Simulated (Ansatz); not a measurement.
# InCl3 (model cell, started as ReO3 type): following an unstable mode

Wanted: the energy along a soft mode of InCl3 (model cell, started as ReO3 type) and the structure at the end.

Program: Ansatz 0.2.0. Level of theory: DFT PBEsol, scalar-relativistic, plane waves, PAW. Results are calculated unless marked as measured.

Report form: the programs' logs are mostly left out.

The structure was built from a prototype and need not be the compound's stable phase.

### 1. Set-up

The structure is cubic, space group Pm-3m (No. 221). Conventional cell: a = 5.024 Å, b = 5.024 Å, c = 5.024 Å, α = 90.00°, β = 90.00°, γ = 90.00°. Nearest to In lie 6 Cl at 2.51 Å. Nearest to Cl lie 2 In at 2.51 Å. Farther neighbours and most contacts between anions are not listed.

### 2. Phonons on a q mesh

The cell comes from relaxations at this level that are not shown. Stability and thermal properties need the whole zone. Linear response on a 2×2×2 q mesh gives force constants as far as a supercell of that size would.

Input file input.yaml:

```yaml
crystal:
  lattice:
    - [5.0239648185, 0.0, 0.0]
    - [0.0, 5.0239648185, 0.0]
    - [0.0, 0.0, 5.0239648185]
  atoms:
    - { symbol: In, position: [0.0, 0.0, 0.0] }
    - { symbol: Cl, position: [0.5, 0.0, 0.0] }
    - { symbol: Cl, position: [0.0, 0.5, 0.0] }
    - { symbol: Cl, position: [0.0, 0.0, 0.5] }
kpoints:
  mp_grid: { grid: [8, 8, 8] }
hamiltonian:
  xc: pbesol
scf:
  occupations: { method: methfessel_paxton, width: 0.2 }
output:
  eigenvalues: true
phonons:
  method: dfpt
  qmesh: [2, 2, 2]
  temperatures: { t_max: 1000, t_step: 50 }
  qpath:
    path:
      - [[0.0, 0.0, 0.0], [0.0, 0.5, 0.0], [0.5, 0.5, 0.0], [0.0, 0.0, 0.0], [0.5, 0.5, 0.5], [0.0, 0.5, 0.0]]
      - [[0.5, 0.5, 0.5], [0.5, 0.5, 0.0]]
    npoints: 10
```

Run with:

```
$ ansatz run input.yaml --threads 4 --pin off --max-ram 7168MiB --backend cpu --events-out ev --progress --plain --runs-dir out
```

It took 1.9 min on 4 threads of Arm Neoverse V2, shared host; peak memory 1.1 GiB; 7.4 min of CPU time.

Numbers from this step:

```yaml
volume_per_atom: 31.70 Å³
gap_on_the_k_mesh: 0 eV
sum_rule_residual_before_enforcement: 1.75e-5 eV/Å²
lowest_frequency_on_the_path: -89.66 cm⁻¹
point_group: m-3m
highest_frequency_on_the_path_or_at_a_solved_wavevector: 337.4 cm⁻¹
highest_optical_mode_at_the_zone_centre_no_lo_to_term: 261.9 cm⁻¹
lowest_optical_zone_centre_mode: -55.44 cm⁻¹
lowest_mode_on_the_q_mesh_acoustic_modes_at_gamma_apart: -89.66 cm⁻¹
```

Frequencies (cm⁻¹) solved at each irreducible wavevector; negative means imaginary. Frequencies by wavevector, by row:

```csv
q in reciprocal lattice units,star,mode 1,mode 2,mode 3,mode 4,mode 10,mode 11,mode 12
0 0 0,1,-55.4,-55.4,-55.4,-37.4,261.9,261.9,261.9
0 0 -0.5,3,-47.2,-47.2,-38.3,-23.2,266.4,266.4,279.5
0 -0.5 -0.5,3,-89.7,-23.1,-23.1,-18.2,165.1,272,318.9
-0.5 -0.5 -0.5,1,-89.2,-89.2,-89.2,77,169.6,169.6,337.4
```

Interpolated from a 2×2×2 q mesh. The phonon branches at the labelled points (cm⁻¹):

```csv
point,branch 1,branch 2,branch 3,branch 4,branch 9,branch 10,branch 11,branch 12
Γ,-55,-55,-55,-37,0,262,262,262
halfway,-51,-51,-38,-33,113,264,264,271
X,-47,-47,-38,-23,164,266,266,280
halfway,-76,-38,-34,-23,165,201,269,311
M,-90,-23,-23,-18,165,165,272,319
halfway,-67,-44,-33,-31,120,227,267,299
Γ,-55,-55,-55,-37,0,262,262,262
halfway,-68,-66,-66,50,124,226,226,320
R,-89,-89,-89,77,170,170,170,337
halfway,-77,-73,-66,50,166,188,224,329
X,-47,-47,-38,-23,164,266,266,280
jump to R,-89,-89,-89,77,170,170,170,337
halfway,-89,-75,-75,65,167,167,210,335
M,-90,-23,-23,-18,165,165,272,319
```

Symmetry leaves 4 wavevectors to solve. The lowest mode among them, the acoustic zeros apart, lies at q = (0, -0.5, -0.5) and is imaginary, 89.7i cm⁻¹, so the energy falls along it.

### 3. The mode frozen in, largest atomic shift 0 Å

The mode followed lies at q = (-0.5, -0.5, -0.5) with frequency 89.2i cm⁻¹ and is 3-fold degenerate, one of the unstable modes though not the softest. At small amplitude the distorted cell has space group no. 74 by a symmetry search on the positions. The undistorted cell that holds it gives the zero of energy on the same k mesh.

System of this step: InCl3 (model cell, started as ReO3 type). The structure is cubic, space group Pm-3m (No. 221). Conventional cell: a = 5.024 Å, b = 5.024 Å, c = 5.024 Å, α = 90.00°, β = 90.00°, γ = 90.00°. Nearest to In lie 6 Cl at 2.51 Å. Nearest to Cl lie 2 In at 2.51 Å. Farther neighbours and most contacts between anions are not listed.

Input file input.yaml:

```yaml
crystal:
  lattice:
    - [5.0239648185, 5.0239648185, 0.0]
    - [5.0239648185, 0.0, 5.0239648185]
    - [5.0239648185, 0.0, -5.0239648185]
  atoms:
    - { symbol: In, position: [0.0, 0.0, 0.0] }
    - { symbol: In, position: [0.0, 0.5, 0.5] }
    - { symbol: Cl, position: [0.0, 0.25, 0.25] }
    - { symbol: Cl, position: [0.0, 0.75, 0.75] }
    - { symbol: Cl, position: [0.5, 0.75, 0.75] }
    - { symbol: Cl, position: [0.5, 0.25, 0.25] }
    - { symbol: Cl, position: [0.0, 0.25, 0.75] }
    - { symbol: Cl, position: [0.0, 0.75, 0.25] }
kpoints:
  mp_grid: { grid: [8, 8, 8] }
hamiltonian:
  xc: pbesol
scf:
  occupations: { method: methfessel_paxton, width: 0.2 }
output:
  forces: true
  stress: true
  eigenvalues: true
```

Elapsed: 3.2 s, on 4 threads; peak memory 0.71 GiB; 12 s of CPU time.

Numbers from this step:

```yaml
pressure: 0.03140 GPa
energy_from_the_undistorted_cell: 0 meV/atom
```

The run ends at a pressure of 0.03 GPa.

### 4. The mode frozen in, largest atomic shift 0.6 Å

The atoms are moved along the unstable eigenvector, the largest shift by 0.6 Å, with the cell fixed.

input.yaml, the sections that differ from step 3:

```yaml
crystal:
  lattice:
    - [5.0239648185, 5.0239648185, 0.0]
    - [5.0239648185, 0.0, 5.0239648185]
    - [5.0239648185, 0.0, -5.0239648185]
  atoms:
    - { symbol: In, position: [0.0, 0.0, 0.0] }
    - { symbol: In, position: [0.0, 0.5, 0.5] }
    - { symbol: Cl, position: [0.0, 0.2922240286, 0.2077759714] }
    - { symbol: Cl, position: [0.0, 0.7077759714, 0.7922240286] }
    - { symbol: Cl, position: [0.5, 0.7077759714, 0.7922240286] }
    - { symbol: Cl, position: [0.5, 0.2922240286, 0.2077759714] }
    - { symbol: Cl, position: [0.0844480573, 0.1655519427, 0.6655519427] }
    - { symbol: Cl, position: [-0.0844480573, 0.8344480573, 0.3344480573] }
# kpoints, hamiltonian, scf, output: as in step 3
```

The job ended after 10 s (4 threads; peak memory 1 GiB).

Numbers from this step:

| Item | Value |
| --- | --- |
| pressure | -1.961 GPa |
| gap on the k-mesh | 0.7073 eV |
| energy from the undistorted cell | -44.98 meV/atom |

The energy, extrapolated to zero smearing, is -44.98 meV/atom against the undistorted cell.

The run ends at a pressure of -1.96 GPa, with forces up to 0.15 eV/Å.

### 5. Energy along the mode, all amplitudes (two of the runs are shown above)

An imaginary frequency means negative curvature, so the energy should fall and then rise again as anharmonic terms take over.

Numbers from this step:

| Quantity | Value |
| --- | --- |
| depth at the lowest point sampled | 44.98 meV/atom |
| largest atomic shift at that point | 0.6 Å |

Table of energy from the parent by largest atomic shift:

```csv
largest atomic shift (Å),energy from the parent (meV/atom)
0.000,0
0.040,-0.43
0.080,-1.68
0.140,-4.82
0.220,-10.8
0.320,-19.9
0.450,-33.0
0.600,-45.0
```

Displacement at unit largest shift by atom:

```csv
atom,x (Å),y (Å),z (Å),size
In1,0.000,0.000,0.000,0.000
In2,0.000,0.000,0.000,0.000
Cl3,0.000,0.000,0.707,0.707
Cl4,0.000,0.000,-0.707,0.707
Cl5,0.000,0.000,-0.707,0.707
Cl6,0.000,0.000,0.707,0.707
Cl7,-0.707,0.707,0.000,1.000
Cl8,0.707,-0.707,0.000,1.000
```

The lowest of the steps tried is the last one, at 0.6 Å, 45.0 meV/atom below the parent; the bottom of the well need not coincide with a step.

### 6. Relaxing from the distorted cell

Starting from the lowest point found, all atoms and the cell are let go, so that strain and other modes of the same symmetry can join in.

input.yaml, as its differences from that of step 4:

```diff
@@ -24 +24,6 @@
   eigenvalues: true
+relax:
+  adjacent_minimum: "off"
+  f_tol: 0.002
+  max_steps: 120
+  cell: { stress_tol: 0.03 }
```

Wall time 1.9 min (4 threads); peak memory 1.1 GiB.

Step by step:

```csv
step,energy less that of the first step (eV),largest force component (eV/Å),pressure (GPa),volume (Å³)
1,0.0000,0.1462,-1.96,253.61
2,-0.3197,0.1709,-0.13,231.58
3,-0.4303,0.0507,-0.37,224.25
4,-0.4376,0.2396,0.02,215.57
5,-0.4624,0.0429,-0.04,217.56
6,-0.4646,0.0029,0.02,217.29
7,-0.4646,0.0018,-0.03,217.49
8*,-0.4613,0.0015,-0.03,217.49
9,-0.4613,0.0000,0.00,217.33
10*,-0.4613,0.0000,0.00,217.33
```

Relaxation steps marked * repeat the geometry before them on a plane-wave basis chosen anew for their cell, so energy and pressure can jump there.

Forces are held to the 8 operations that the run works with; a distortion that breaks them can't arise in this run.

```csv
"conventional cell, symmetrised",before,after,change
a (Å),7.105,7.030,-1.1 %
b (Å),10.048,9.446,-6.0 %
c (Å),7.105,6.546,-7.9 %
volume (Å³/atom),31.70,27.17,-14.3 %
```

The atoms that moved most (Å, as changes of fractional coordinates times the final cell):

```csv
atom,dx,dy,dz,length
Cl7,-0.307,0.307,0.000,0.434
Cl8,0.307,-0.307,0.000,0.434
Cl3,0.000,0.000,0.343,0.343
Cl6,0.000,0.000,0.343,0.343
Cl5,0.000,0.000,-0.343,0.343
Cl4,0.000,0.000,-0.343,0.343
```

This step gave:

```
pressure          : -6.32e-4 GPa
volume per atom   : 27.17 Å³
gap on the k-mesh : 1.550 eV
```

The distorted start has space group Imma; the relaxation ends in Imma.

### 7. The new phase in its own primitive cell

The relaxed structure is symmetrised, reduced to its primitive cell and relaxed tightly, as its phonons need.

Input file input.yaml:

```yaml
crystal:
  lattice:
    - [-3.5150024364, 4.7228472488, 3.2729243839]
    - [3.5150024364, -4.7228472488, 3.2729243839]
    - [3.5150024364, 4.7228472488, -3.2729243839]
  atoms:
    - { symbol: In, position: [0.0, 0.0, 0.0] }
    - { symbol: In, position: [0.5, 0.0, 0.5] }
    - { symbol: Cl, position: [0.171444699, 0.0, 0.671444699] }
    - { symbol: Cl, position: [0.828555301, 0.0, 0.328555301] }
    - { symbol: Cl, position: [0.828555301, 0.5, 0.828555301] }
    - { symbol: Cl, position: [0.171444699, 0.5, 0.171444699] }
    - { symbol: Cl, position: [0.5992754645, 0.8492754645, 0.75] }
    - { symbol: Cl, position: [0.4007245355, 0.1507245355, 0.25] }
kpoints:
  mp_grid: { grid: [6, 6, 6] }
hamiltonian:
  xc: pbesol
scf:
  occupations: { method: fixed }
output:
  forces: true
  stress: true
  eigenvalues: true
relax:
  adjacent_minimum: "off"
  f_tol: 0.001
  max_steps: 60
  cell: { stress_tol: 0.01 }
```

Elapsed: 11 s, on 4 threads; peak memory 0.78 GiB; 44 s of CPU time.

Little changed from the start: no atom moved by 0.005 Å and no cell edge by 0.1 %.

Numbers from this step:

| Property | Result |
| --- | --- |
| pressure | -6.36e-4 GPa |
| direct gap on mesh | 1.550 eV |

The largest force component left is 0.042 meV/Å and the pressure is -0.001 GPa, within the tolerances set. The cell now holds 27.17 Å³/atom.

### 8. Modes of the new phase, k-mesh 6×6×6, occupations fixed

A relaxed structure may still be a saddle point, so its zone-centre modes are computed. The response to a homogeneous field gives the Born charges and the dielectric tensor, and its change with displacement the Raman tensors.

input.yaml, as its differences from that of step 7:

```diff
@@ -21,9 +21,7 @@
 output:
-  forces: true
-  stress: true
   eigenvalues: true
-relax:
-  adjacent_minimum: "off"
-  f_tol: 0.001
-  max_steps: 60
-  cell: { stress_tol: 0.01 }
+phonons:
+  method: dfpt
+  dielectric: true
+  rigid_motions: translations
+  raman: true
```

The job ended after 6.3 min (4 threads; peak memory 4.3 GiB).

The run was cut off at the time limit after its SCF cycle had converged; no result of it is taken.

The program's message: “Warning: RAYON”

### 9. The phases reached

The phases reached along the modes that were followed are set side by side.

Energies are those of the first relaxation, on the mesh of the frozen mode; space group, volume and gap are those of the last relaxation. Phases, by row:

```csv
mode frozen in,space group,energy from parent (meV/atom),volume (Å³/atom),gap on mesh (eV),lowest zone-centre optical mode (cm⁻¹),largest shift (Å)
parent,Pm-3m,0,31.7,0,–,–
"q = (0, -0.5, -0.5), 90i cm⁻¹",P4/mbm,-64.08,29.2,0.888,-17.6,0.759
"q = (-0.5, -0.5, -0.5), 89i cm⁻¹",I4/mcm,-64.14,29.19,0.936,-63.9,0.76
"q = (-0.5, -0.5, -0.5), 89i cm⁻¹",R-3c,-150.9,24.28,2.05,68.8,1.052
"q = (-0.5, -0.5, -0.5), 89i cm⁻¹",Imma,-102.6,27.17,1.55,–,0.987
```

### 10. Outcome

```yaml
unstable_mode_of_the_parent: q = (-0.5, -0.5, -0.5), 89i cm⁻¹
depth_at_the_lowest_point_sampled: 45.0 meV/atom
largest_atomic_shift_at_that_point: 0.6 Å
space_group_reached_within_0p01_a: Imma
energy_gained_over_the_parent_first_relaxation_on_the_mesh_of_the_frozen_mode: 103 meV/atom
volume_per_atom_phase_reached: 27.2 Å³
gap_on_the_k_mesh_phase_reached: 1.55 eV
```

In words: Along this mode the structure falls into Imma, 103 meV/atom below the parent. At the parent's cell the well is 44.98 meV/atom deep on the steps tried, with its lowest point at a shift of 0.6 Å. That is the last step tried, so the steps alone don't bracket the bottom of the well. Relaxing atoms and cell changes the gain by +57.65 meV/atom against the lowest step (energies at zero smearing). The modes of the phase reached were not computed on this path. Of the 4 patterns followed to their end from this parent, this one ends 48.2 meV/atom above the lowest, R-3c. Each path keeps the symmetry of its pattern, so a lower phase may lie along a pattern not tried. With no gap, or one that is small against the smearing, the frequencies hang on the k mesh and the smearing, most of all near Kohn anomalies. A semilocal functional can close a gap that the real compound would have, so the metallic treatment may be an artefact of the level. The starting cell was built on a prototype and not taken from a measurement, so the phase need not exist.

[Logs are printed without paths, hosts, clocks, repeated set-up lines and the standing remarks that a program may print on its own settings, such as how far it seeks lower states.]

[Hosts, paths, dates, database ids (printed as entryN), source tags and the programs' standing remarks are cut or masked in the printed files.]
